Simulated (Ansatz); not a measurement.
# Li3Cr: relaxing a made-up structure, part 2 of 2

This structure for Li3Cr is made up. Its elements were placed in a known structure type with a cell scaled to their sizes. What cell does the guess relax to, and how far off was it?

Ansatz 0.2.0; DFT, PBEsol, plane-wave PAW, files of the set soft_1, scalar-relativistic, ferromagnetic start, cell and ions relaxed at zero pressure; PAW set soft_1 (the session's first sound run).

So far: Set-up; Relaxation of the guess. The relaxed cell has a = 4.153 Å (conventional setting).

### 3. Electronic structure of the relaxed cell

With the geometry fixed, one more self-consistent run, with a narrower smearing and the mesh shown in its input, gives the bands, and its pressure, and its forces where symmetry allows any, show how far the geometry depends on these settings.

This step: DFT, PBEsol, plane-wave PAW, files of the set soft_1, scalar-relativistic, ferromagnetic start, bands and density of states at the relaxed cell; PAW set soft_1 (Ansatz 0.2.0).

input.yaml reads:

```yaml
crystal:
  lattice:
    - [4.1526190814, 0.0, 0.0]
    - [0.0, 4.1526190814, 0.0]
    - [0.0, 0.0, 4.1526190814]
  atoms:
    - { symbol: Cr, position: [0.0, 0.0, 0.0], spin: 4.1 }
    - { symbol: Li, position: [0.5, 0.5, 0.0] }
    - { symbol: Li, position: [0.5, 0.0, 0.5] }
    - { symbol: Li, position: [0.0, 0.5, 0.5] }
magnetization:
  spin_polarized: true
kpoints:
  mp_grid: { grid: [8, 8, 8] }
  band_path:
    path:
      - [[0.0, 0.0, 0.0], [0.0, 0.5, 0.0], [0.5, 0.5, 0.0], [0.0, 0.0, 0.0], [0.5, 0.5, 0.5], [0.0, 0.5, 0.0]]
      - [[0.5, 0.5, 0.0], [0.5, 0.5, 0.5]]
    npoints: 13
scf:
  occupations: { method: fermi_dirac, width: 0.03 }
  n_extra_bands: 11
hamiltonian:
  xc: pbesol
  pseudopotentials: { kind: paw, azcp: { folder: soft_1 }, xc_functional: pbe }
output:
  forces: true
  stress: true
  write_bands: true
  dos: { projected: true }
  write_density: true
  write_potential: true
  elf: true
  volumetric_format: npy
```

On the command line:

```console
$ ansatz run input.yaml --threads 4 --pin off --max-ram 8192MiB --backend cpu --events-out ev --progress --plain --runs-dir out
```

Numbers of over 12 decimals in the logs are rounded to 6 here.

The program printed:

```text
[...]
Crystal: 4 atoms, lattice volume = 71.609 Å³
Basis set: ecut = 420 eV, 1365 PW (Γ), exchange–correlation on 60×60×60 points (8 copies of the dense FFT grid, shifted against one another)
Bands: 23, of which v1, the nominal top of the filled ones, is band 12 counted from 1 (11 counted from 0)
Symmetry: 48 space group operations
[...]
k-points: 35 of 512
[...]
Starting moments: Σ|m| = 4.1 μB on 1 of 4 sites
[...]
SCF iter   1: F=—  HF=-3956.581029 eV  |F-HF|=—  |Δ(HF+E_count)|=         —  Δρ=5.26e-2 (↑5.26e-2 ↓2.79e-2)  dr2=6.97e0  dr2_m=1.14e-1  M=4.103 μB ∫|m|=4.230 μB  β_m=0.30  ethr=3.10e-3  ⟨swp⟩=3.3  Hψ=5984  notcnv=0
[...]
SCF iter  11: F=-3956.222016 eV  HF=-3956.222016 eV  |F-HF|=8.82e-11  |Δ(HF+E_count)|=  2.96e-10  Δρ=3.15e-7 (↑3.15e-7 ↓1.71e-7)  dr2=1.89e-10  dr2_m=2.57e-11  M=4.752 μB ∫|m|=5.043 μB  ethr=1.32e-11  ⟨swp⟩=8.4  Hψ=8115  notcnv=0
SCF 1 converged in 11 iterations: F = -3956.222016 eV  dr2 = 1.89e-10
[...]
NSCF: frozen V_eff on 80 k-points
SCF converged after 11 iterations
Magnetization: 4.7515 μB (13.8758 up, 9.1242 down)
Absolute magnetization: 5.0396 μB (∫|ρ↑−ρ↓|, with the PAW one-centre terms)
[...]
Per-site moments (μB) at R_I (Å): [(4.076660, 1.211242), (0.043081, 1.211242), (0.043081, 1.211242), (0.043081, 1.211242)]
Free energy (F): -3956.222016 eV
[...]
Internal energy: -3956.216475 eV  (E = F + TS)
E sigma→0 (E₀):  -3956.219245 eV
Entropy (-TS):   -0.005541 eV (-1.385 meV/atom)
Fermi energy:    4.002703 eV
[...]
--- Stress (GPa, compression-positive) ---
       -0.114150       0.000000       0.000000
        0.000000      -0.114150       0.000000
        0.000000       0.000000      -0.114150
  P = ⅓ Tr σ = -0.1141 GPa (-1.141 kbar)
--- Band table (eV; the first three rows and the last of 70) ---
  k-point 0 ↑: bands = [... 8 lower, 2.2462, 2.2462, 2.8215, 2.8215, 2.8215, 5.3502, 5.3502, 5.3502, ... 7 higher]
  k-point 1 ↑: bands = [... 8 lower, 2.2390, 2.2508, 2.7551, 2.7551, 2.8250, 4.7798, 5.5517, 5.5517, ... 7 higher]
  k-point 2 ↑: bands = [... 8 lower, 2.2068, 2.2217, 2.6161, 2.6161, 2.8335, 3.8159, 6.0957, 6.0957, ... 7 higher]
  k-point 34 ↓: bands = [... 8 lower, 4.2215, 4.2215, 4.2215, 4.9073, 4.9073, 4.9073, 6.5023, 6.6580, ... 7 higher]
```

Elapsed: 4 s, on 4 threads of Intel Xeon Platinum 8259CL at 2.50GHz (Skylake/Cascade Lake), shared host; peak memory 0.48 GiB.

Numbers from this step:

| Property | Result |
| --- | --- |
| free energy | -3956.2220 eV |
| energy at zero smearing | -3956.2192 eV |
| smearing term TS | 0.005541 eV |
| Fermi energy | 4.003 eV |
| magnetization | 4.752 μB |
| absolute magnetization | 5.040 μB |
| site moments | 4.077, 0.04308, 0.04308, 0.04308 μB |
| pressure | -0.1141 GPa |

From bands.tsv, the bands that come nearest the Fermi level along the path, at its corners, in eV from the Fermi level:

```tsv
point	band_12_up	band_13_up	band_14_up	band_15_up	band_7_dn	band_8_dn	band_9_dn	band_10_dn
Γ	-1.18	1.35	1.35	1.35	-4.21	1.15	1.15	1.85
X	-1.16	-0.94	3.52	3.52	-2.77	-2.12	1.03	1.28
M	-1.04	-0.98	-0.69	0.86	-1.40	-1.21	-0.35	-0.35
Γ	-1.18	1.35	1.35	1.35	-4.21	1.15	1.15	1.85
R	-0.58	-0.58	-0.58	0.19	-0.27	0.22	0.22	0.22
X	-1.16	-0.94	3.52	3.52	-2.77	-2.12	1.03	1.28
M	-1.04	-0.98	-0.69	0.86	-1.40	-1.21	-0.35	-0.35
R	-0.58	-0.58	-0.58	0.19	-0.27	0.22	0.22	0.22
```

Site moment by atom:

```csv
atom,site moment (μB)
Cr1,4.08
Li2,0.04
Li3,0.04
Li4,0.04
```

Spin density in the ac plane at fractional y = 0.000, with atoms of Cr and Li within 0.2 Å of it.

Values in e/Å³, 14 rows by 14 columns, each cell a mean:
```
3.8 2.4 0.7 0.2 0.1 0.0 0.0 0.0 0.0 0.0 0.1 0.3 1.2 2.8
1.6 1.1 0.4 0.2 0.1 0.0 0.0 0.0 0.0 0.0 0.1 0.2 0.6 1.2
0.3 0.3 0.1 0.1 0.0 0.0 0.0 0.0 0.0 0.0 0.1 0.1 0.2 0.3
0.1 0.1 0.1 0.0 0.0 0.0 0.0 0.0 0.0 0.0 0.0 0.1 0.1 0.1
0.0 0.0 0.0 0.0 0.0 0.0 0.0 0.0 0.0 0.0 0.0 0.0 0.0 0.0
0.0 0.0 0.0 0.0 0.0 0.0 0.0 0.0 0.0 0.0 0.0 0.0 0.0 0.0
0.0 0.0 0.0 0.0 0.0 0.0 0.0 0.0 0.0 0.0 0.0 0.0 0.0 0.0
0.0 0.0 0.0 0.0 0.0 0.0 0.0 0.0 0.0 0.0 0.0 0.0 0.0 0.0
0.0 0.0 0.0 0.0 0.0 0.0 0.0 0.0 0.0 0.0 0.0 0.0 0.0 0.0
0.1 0.1 0.1 0.0 0.0 0.0 0.0 0.0 0.0 0.0 0.0 0.0 0.1 0.1
0.3 0.2 0.1 0.1 0.0 0.0 0.0 0.0 0.0 0.0 0.0 0.1 0.2 0.2
0.9 0.6 0.3 0.1 0.1 0.0 0.0 0.0 0.0 0.0 0.1 0.1 0.4 0.7
3.1 2.0 0.6 0.2 0.1 0.0 0.0 0.0 0.0 0.0 0.1 0.3 1.1 2.4
5.2 3.1 0.9 0.3 0.1 0.0 0.0 0.0 0.0 0.0 0.1 0.3 1.6 3.8
```
Columns run along a (4.2 Å), rows up along c (4.2 Å). Atoms in or near the plane, at fractional coordinates: Cr at (0.00, 0.00), Li at (0.50, 0.50).

Valence density in the ac plane at fractional y = 0.000, with atoms of Cr and Li within 0.2 Å of it. It is the smooth field of the valence electrons, not physical close to the nuclei.

Ten steps, logarithmic in the rise over the least value, from '0' (0 e/Å³) to '9' (20 e/Å³), each cell a mean:
```
98520000001268
76310000000146
32100000000012
11000000000001
00000012000000
00000156300000
00000278620000
00000267510000
00000022100000
00000000000000
22100000000012
54210000000135
87420000001268
98520000001379
```
Columns run along a (4.2 Å), rows up along c (4.2 Å). Atoms in or near the plane, at fractional coordinates: Cr at (0.00, 0.00), Li at (0.50, 0.50).

Electrostatic potential energy in the ac plane at fractional y = 0.000, with atoms of Cr and Li within 0.2 Å of it. With pseudopotentials it is smooth inside the atoms' cores, unlike the true potential.

Ten even steps from '_' (-30 eV) to '@' (7 eV), each cell a mean:
```
::__..**%%@@@@@@@@@@%%==__..
____--##@@@@@@@@@@@@%%**::__
==++##%%@@@@@@@@@@@@@@%%**==
%%%%%%@@@@@@%%%%%%@@@@@@%%%%
@@@@@@@@%%%%**++**%%@@@@@@@@
@@@@@@@@%%**::..--**%%@@@@@@
@@@@@@@@##==____..++%%@@@@@@
@@@@@@@@%%++____::**%%@@@@@@
@@@@@@@@%%##++==**%%@@@@@@@@
%%@@@@@@@@%%%%##%%%%@@@@@@%%
++**%%%%@@@@@@@@@@@@@@%%##**
__..++%%@@@@@@@@@@@@%%##--..
..__..**@@@@@@@@@@@@%%++____
--..__++%%@@@@@@@@@@%%==__::
```
Columns run along a (4.2 Å; values clipped at the 3rd and 97th percentile), rows up along c (4.2 Å). Atoms in or near the plane, at fractional coordinates: Cr at (0.00, 0.00), Li at (0.50, 0.50).

### 4. Summary of results

```json
{
  "space group, relaxed": "Pm-3m",
  "conventional cell": "a = 4.153, b = 4.153, c = 4.153 Å; α = 90.0°, β = 90.0°, γ = 90.0°",
  "volume per atom": "17.90 Å³ (guess 15.20)",
  "total moment": "4.92 μB in the cell of 4 atoms"
}
```

What this shows: Li3Cr relaxes to Pm-3m with a = 4.153, b = 4.153 and c = 4.153 Å. The guessed volume was 15 % too small. The space group Pm-3m was held in the relaxation, so the end point is a stationary structure within it and may be a saddle against distortions or other arrangements. The input starts from parallel moments, and no other start was typed. Bands cross the Fermi level, so it is a metal or semimetal at this level. On the 8×8×8 mesh with the narrower smearing (relaxed on 7×7×7) the forces vanish, as symmetry may demand, and the largest stress component is 0.114 GPa, against the relaxation's thresholds of 0.015 eV/Å and 0.05 GPa. The cutoff wasn't tested. No dispersion term is used, so weakly bound directions may come out too long. Nothing here tests whether the compound is stable against decomposition.

[Logs are printed without paths, hosts, clocks, repeated set-up lines and the standing remarks that a program may print on its own settings, such as how far it seeks lower states.]

[Hosts, paths, dates, database ids (printed as entryN), source tags and the programs' standing remarks are cut or masked in the printed files.]
